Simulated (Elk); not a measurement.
# Dielectric function and optical constants of Rb3Sr, part 2 of 2

Aim: the dielectric function of Rb3Sr, and the optical constants that follow from it.

Elk 11.2.3 (patched build); DFT, PBEsol, all-electron APW+lo, Dirac cores, scalar-relativistic bands, independent-particle optical response without local fields.

So far. Step 2 (Ground state): There are states at the Fermi level within the smearing, so the occupations stay smeared and the carriers get a Drude term.

## Step 3: Independent particles

The spectrum is a sum over vertical transitions between filled and empty bands at the fixed density, so many empty bands are needed.

This step: DFT, PBEsol, all-electron APW+lo, Dirac cores, scalar-relativistic bands, independent-particle optical response without local fields (Elk 11.2.3 (patched build)).

The input, elk.in:

```
tasks
  121

optcomp
  1 1

intraband
  .true.

xctype
  22

nempty
  10

lorbcnd
  .true.

rgkmax
  7.0

swidth
  0.0055124

wplot
  400 100 0
  0.0 0.73499

sppath
  './'

avec
  0.0000000000 10.2806543591 10.2806543591
  10.2806543591 0.0000000000 10.2806543591
  10.2806543591 10.2806543591 0.0000000000

atoms
  2
  'Sr.in'
  1
  0.0000000000 0.0000000000 0.0000000000   0.000 0.000 0.000
  'Rb.in'
  3
  0.5000000000 0.5000000000 0.5000000000   0.000 0.000 0.000
  0.7500000000 0.7500000000 0.7500000000   0.000 0.000 0.000
  0.2500000000 0.2500000000 0.2500000000   0.000 0.000 0.000

ngridk
  4 4 4

vkloff
  0.0500 0.1500 0.2500
```

The run is started by

```sh
OMP_NUM_THREADS=2 elk
```

The log of the run:

```text
┌─────────────────────────────────┐
│ Elk code version 11.2.3 started │
└─────────────────────────────────┘

Info(readinput): the functional depends on the density's gradient
 muffin-tin radial points multiplied by    2.00000
 (not where nrmtscf is given)

┌────────────────────┐
│ Current task : 121 │
└────────────────────┘

Info(dielectric):
 dielectric tensor written to EPSILON_ij.OUT
 optical conductivity written to SIGMA_ij.OUT
 plasma frequency written to PLASMA_ij.OUT
 for components
  i = 1, j = 1

┌──────────────────┐
│ Elk code stopped │
└──────────────────┘
```

Elapsed: 2.2 s, on 2 threads of Arm Neoverse V2, shared host; peak memory 0.11 GiB; 2.3 s of CPU time.

This step gave:

```
centre of weight of the strongest loss peak in the window : 3.908 eV
Drude plasma energy, first axis                           : 3.040 eV
```

Sum at mesh points, not converged in k. Im ε, E ∥ x against photon energy; read off at these points:

```
photon energy (eV)  Im ε, E ∥ x
              0.50         23.5
              0.75         14.7
              1.00         6.30
              1.25         4.49
              1.50         3.63
              1.75         2.50
              2.00         1.94
              2.25         1.50
              2.50         1.14
              2.75        0.978
              3.00        0.718
              3.25        0.589
              3.50        0.523
              3.75        0.484
              4.00        0.447
              4.25        0.465
              4.50        0.323
              4.75        0.297
              5.00        0.310
              5.25        0.231
              5.50        0.257
              5.75        0.210
              6.00        0.232
              6.25        0.245
              6.50        0.295
              6.75        0.238
              7.00        0.166
              7.25        0.133
              7.50        0.114
              7.75       0.0866
              8.00       0.0789
              8.25       0.0688
              8.50       0.0590
              8.75       0.0533
              9.00       0.0429
              9.25       0.0411
              9.50       0.0344
              9.75       0.0340
```

Values under 1 per cm are given as 1; sum at mesh points, not converged in k. Table of absorption coefficient, E ∥ x by photon energy:

```
photon energy (eV)  absorption coefficient, E ∥ x (1/cm)
              0.50                                 2.8e5
              0.75                                 3.3e5
              1.00                                 3.4e5
              1.25                                 3.3e5
              1.50                                 3.4e5
              1.75                                 3.5e5
              2.00                                 3.4e5
              2.25                                 3.4e5
              2.50                                 3.1e5
              2.75                                 3.0e5
              3.00                                 2.8e5
              3.25                                 2.4e5
              3.50                                 2.0e5
              3.75                                 1.8e5
              4.00                                 1.5e5
              4.25                                 1.6e5
              4.50                                 1.2e5
              4.75                                 99426
              5.00                                 1.1e5
              5.25                                 78081
              5.50                                 85754
              5.75                                 71748
              6.00                                 79055
              6.25                                 85040
              6.50                                 1.1e5
              6.75                                 93088
              7.00                                 65877
              7.25                                 53315
              7.50                                 46653
              7.75                                 35674
              8.00                                 32933
              8.25                                 29188
              8.50                                 25349
              8.75                                 23327
              9.00                                 19031
              9.25                                 18477
              9.50                                 15730
              9.75                                 15726
```

Sum at mesh points, not converged in k. The loss function −Im 1/ε at q → 0, E ∥ x by energy loss; read off at these points:

```
energy loss (eV)  loss function −Im 1/ε at q → 0, E ∥ x
           0.500                                 0.0181
           0.750                                 0.0322
           1.000                                 0.0412
           1.250                                 0.0790
           1.500                                  0.108
           1.750                                  0.139
           2.000                                  0.192
           2.250                                  0.250
           2.500                                  0.373
           2.750                                  0.514
           3.000                                  0.702
           3.250                                   1.24
           3.500                                   1.82
           3.750                                   2.06
           3.850                                   2.11
           4.000                                   1.82
           4.250                                   1.70
           4.350                                   1.80
           4.500                                   1.55
           4.750                                  0.952
           5.000                                  0.869
           5.250                                  0.564
           5.500                                  0.496
           5.750                                  0.379
           6.000                                  0.352
           6.250                                  0.337
           6.500                                  0.395
           6.750                                  0.386
           7.000                                  0.256
           7.250                                  0.185
           7.500                                  0.150
           7.750                                  0.104
           8.000                                 0.0884
           8.250                                 0.0727
           8.500                                 0.0582
           8.750                                 0.0504
           9.000                                 0.0384
           9.250                                 0.0348
           9.500                                 0.0279
           9.750                                 0.0262
```

Sum at mesh points, not converged in k. The reflectivity at normal incidence, E ∥ x by photon energy; read off at these points:

```
photon energy (eV)  reflectivity at normal incidence, E ∥ x (%)
              0.50                                         79.7
              0.75                                         73.4
              1.00                                         75.6
              1.25                                         66.4
              1.50                                         61.8
              1.75                                         60.8
              2.00                                         56.8
              2.25                                         54.7
              2.50                                         49.9
              2.75                                         45.0
              3.00                                         44.4
              3.25                                         34.9
              3.50                                         25.5
              3.75                                         18.5
              4.00                                         11.3
              4.25                                         10.5
              4.50                                         7.67
              4.75                                         4.08
              5.00                                         3.53
              5.25                                         2.10
              5.50                                         1.51
              5.75                                         1.05
              6.00                                        0.797
              6.25                                        0.691
              6.50                                        0.894
              6.75                                        0.957
              7.00                                        0.564
              7.25                                        0.322
              7.50                                        0.223
              7.75                                        0.110
              8.00                                       0.0638
              8.25                                       0.0360
              8.50                                       0.0218
              8.75                                       0.0218
              9.00                                       0.0297
              9.25                                       0.0519
              9.50                                       0.0750
              9.75                                        0.111
```

Optical constants at common wavelengths, from n + ik = √ε:

```
wavelength (nm)     n      k  R (%)    1/α
           1550  1.55  4.194   74.3  29 nm
            800  0.77  2.214   61.8  29 nm
            633  0.59  1.726   57.1  29 nm
            532  0.47  1.399   54.2  30 nm
            450  0.45  1.081   45.0  33 nm
            365  0.43  0.631   29.5  46 nm
            308  0.61  0.374   10.9  66 nm
```

In reflection the computed colour is faintly yellow: x = 0.329, y = 0.349, luminous reflectivity 54 %.

## Step 4: Outcome

```json
{
 "Drude plasma energy, first axis": "3.04 eV",
 "centre of weight of the strongest loss peak in the window, first axis": "3.91 eV"
}
```

At this level (PBEsol, independent particles) Rb3Sr is a metal with a Drude plasma energy of 3.0 eV. The mesh is too coarse to trust the carriers' weight, the reflectivity or the colour to better than tens of per cent. Along x the bare Drude plasma energy is 3.0 eV; Re ε first rises through zero at 3.68 eV, higher, since interband strength adds to the carriers'. In reflection the computed colour is faintly yellow: x = 0.329, y = 0.349, luminous reflectivity 54 %. The carriers' damping of 0.15 eV is typed, not computed; at 0.8 eV the carriers give 20 % of Im ε along the first axis; the rest comes from the sum over bands, which at low energy also holds close bands and the noise of the mesh. The curves end at 10 eV, about where the summed bands run out. The sum runs over mesh points 0.25 Å⁻¹ apart with no interpolation, so peaks are partly noise of the mesh, and the Drude plasma energy, a sum over the Fermi surface, isn't converged. Besides steps told in other documents, this task had 1 step that ran out of time; those not told in a step above aren't shown.

[Machine, clock and banner lines and Python warnings are left out of the logs.]

[Logs are printed without paths, hosts, clocks, repeated set-up lines and the standing remarks that a program may print on its own settings, such as how far it seeks lower states.]

[Hosts, paths, dates, database ids (printed as entryN), source tags and the programs' standing remarks are cut or masked in the printed files.]
